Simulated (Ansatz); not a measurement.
# Elastic response of AlN/GaN superlattice along [0001] (64 atoms): runs compared

How stiff is AlN/GaN superlattice along [0001] (64 atoms), and how do its levels respond to strain?

Computed with Ansatz 0.2.0: Kohn-Sham DFT, LDA, PAW (set soft_1), plane waves; PAW set soft_1.

### 1. The cell

The cell holds 64 atoms: 24 Al, 32 N and 8 Ga. Cell: a = 6.378 Å, b = 6.378 Å, c = 19.950 Å, α = 90.0°, β = 90.0°, γ = 120.0°. It derives from AlN and GaN. Wurtzite lattice with in-plane constant 3.189 Å; 3 periods of AlN and 1 of GaN along [0001], 2 x 2 in-plane cells; the two parts stretched along z by 0.9492 and 1.0; every coordinate displaced by a Gaussian of 0.02 Å. Regions: AlN, 48 atoms (24 Al and 24 N); GaN, 16 atoms (8 Ga and 8 N).

What the set-up can't give: The cell is under 6 Å thick along two periodic directions, so every atom has periodic images of itself close by, which move with it and show among its neighbours and in g(r).

### 2. The reference run

The reference is a single point at the end of the relaxation.

Every strained cell starts from the geometry of this run, and its atoms are relaxed with the cell held.

Its input, with most atom lines left out:

```yaml
crystal:
  lattice:
    - [6.20871, 1.0e-05, 5.0e-05]
    - [-3.10435, 5.37684, -2.0e-05]
    - [0.00016, 1.0e-05, 19.98181]
  atoms:
    - { symbol: Al, position: [0.99925, 0.99956, 0.99931] }
    - { symbol: "N", position: [0.16592, 0.33292, 0.02836] }
    - { symbol: Al, position: [0.16594, 0.33293, 0.12269] }
    - { symbol: "N", position: [0.99925, 0.99957, 0.15183] }
    - { symbol: Al, position: [0.99924, 0.99957, 0.24617] }
    - { symbol: "N", position: [0.16592, 0.33292, 0.2753] }
    - { symbol: Al, position: [0.16593, 0.3329, 0.36964] }
    [... atom lines 8 to 64 left out ...]
kpoints:
  mp_grid: { grid: [3, 3, 1] }
hamiltonian:
  xc: lda
  pseudopotentials: { kind: paw, azcp: { folder: soft_1 }, xc_functional: pbe }
scf:
  occupations: { method: fermi_dirac, width: 0.05 }
output:
  forces: true
  stress: true
  populations: intrinsic
  dos:
    method: { smearing: { sigma: 0.15 } }
    de: 0.1
    projected:
      site_lists:
        Al: [Al]
        Ga: [Ga]
        "N": ["N"]
        AlN: [0, 1, 2, 3, 4, 5, 6, 7, 8, 9, 10, 11, 16, 17, 18, 19, 20, 21, 22, 23, 24, 25, 26, 27, 32, 33, 34, 35, 36, 37, 38, 39, 40, 41, 42, 43, 48, 49, 50, 51, 52, 53, 54, 55, 56, 57, 58, 59]
        GaN: [12, 13, 14, 15, 28, 29, 30, 31, 44, 45, 46, 47, 60, 61, 62, 63]
  eigenvalues: true
  write_density: true
  write_potential: true
  volumetric_format: npy
  elf: true
```

- free energy per atom: -843.9540 eV/atom
- r.m.s. force component: 0.00225 eV/Å
- pressure: 0.006322 GPa

Filled and empty levels are parted by 3.21 eV on the run's k-points; the mesh holds the band edges only if they fold onto it, so the gap at this level can be narrower or closed, while semilocal functionals tend to narrow gaps against experiment.

### 3. The runs

Each row is one run, on 4 threads of Arm Neoverse V1, shared host. The free energy is the program's total, comparable only between runs with the same functional and atoms.

| run | atoms | outcome | relaxation steps | free energy (eV) | time | host memory (GiB) |
| --- | --- | --- | --- | --- | --- | --- |
| Single point at the start | 64 | converged | - | -54010.133 | 40 s | 3.1 |
| Cell and atoms relaxed | 64 | converged | 6 | -54013.055 | 4.8 min | 3.1 |
| Single point at the relaxed geometry | 64 | converged | - | -54013.055 | 75 s | 3.1 |
| Volume -3 % | 64 | converged | 2 | -54012.641 | 87 s | 3.0 |
| Volume +3 % | 64 | converged | 2 | -54012.680 | 89 s | 3.2 |
| Volume -6 % | 64 | converged | 2 | -54011.314 | 90 s | 3.0 |
| Volume +6 % | 64 | converged | 2 | -54011.633 | 97 s | 3.2 |
| Volume -10 % | 64 | converged | 3 | -54007.865 | 2.2 min | 2.9 |
| Stretched by 1 % along x | 64 | converged | 3 | -54012.975 | 2.2 min | 3.1 |
| Compressed by 1 % along x | 64 | converged | 4 | -54012.973 | 2.7 min | 3.1 |
| Sheared by 2 % in xy | 64 | converged | 3 | -54012.952 | 2.2 min | 3.1 |

In some runs the program notes that the SCF threshold is loose for the stress.

### 4. Pressure against volume

Atoms are relaxed at each volume, in the scaled cell.

| volume change (%) | volume (Å³/atom) | energy change (meV/atom) | pressure (GPa) | largest move on relaxing (Å) | bonds | gap (eV) |
| --- | --- | --- | --- | --- | --- | --- |
| -10 | 9.380 | 81.09 | 27.16 | 0.01 | 128 | 3.85 |
| -6 | 9.797 | 27.20 | 14.66 | 0.00 | 128 | 3.61 |
| -3 | 10.110 | 6.47 | 6.79 | 0.00 | 128 | 3.42 |
| +0 | 10.423 | 0.00 | 0.01 | - | 128 | 3.21 |
| +3 | 10.735 | 5.86 | -5.83 | 0.00 | 128 | 3.01 |
| +6 | 11.048 | 22.22 | -10.84 | 0.00 | 128 | 2.83 |

### 5. Uniaxial strain and shear

Stress (GPa, compression positive) less that of the relaxed cell, atoms relaxed:

| strain | xx | yy | zz | xy | energy change (meV/atom) |
| --- | --- | --- | --- | --- | --- |
| stretched by 1 % along x | -3.807 | -1.388 | -1.073 | 0.000 | 1.25 |
| compressed by 1 % along x | 3.979 | 1.458 | 1.115 | 0.000 | 1.29 |
| sheared by 2 % in xy | -0.061 | 0.086 | -0.025 | -2.475 | 1.61 |

### 6. What came out

The bulk modulus, from the slope of pressure against ln V over the three points nearest the relaxed volume, is 210 GPa; a quadratic over all points gives a pressure derivative of about 4.2. The gap changes by -6.3 eV per unit of ln V, on the run's k-points. In the Cartesian axes of the cell, finite differences give C11 = 389, C12 = 142, C13 = 109 and C66 = 124 GPa (the shear of 2 % is the engineering strain, εxy = 0.01).

**Limits.** Strains are finite and relaxations stop at the force tolerance of the input, which can leave moduli too stiff; they are those of a static cell at zero temperature. Volumes are changed with the cell's shape held, so in an anisotropic solid the modulus lies over the one under free hydrostatic load. The program notes that the SCF threshold of the relaxations is loose for the stress. The host structure and its lattice constant were typed by rule, without a check against the phase diagram.

The DFT runs together took 22 min of wall time.

[Long decimals in the printed logs are rounded to 6 places.]

[Logs are printed without paths, hosts, clocks, repeated set-up lines and the standing remarks that a program may print on its own settings, such as how far it seeks lower states.]

[Hosts, paths, dates, database ids (printed as entryN), source tags and the programs' standing remarks are cut or masked in the printed files.]
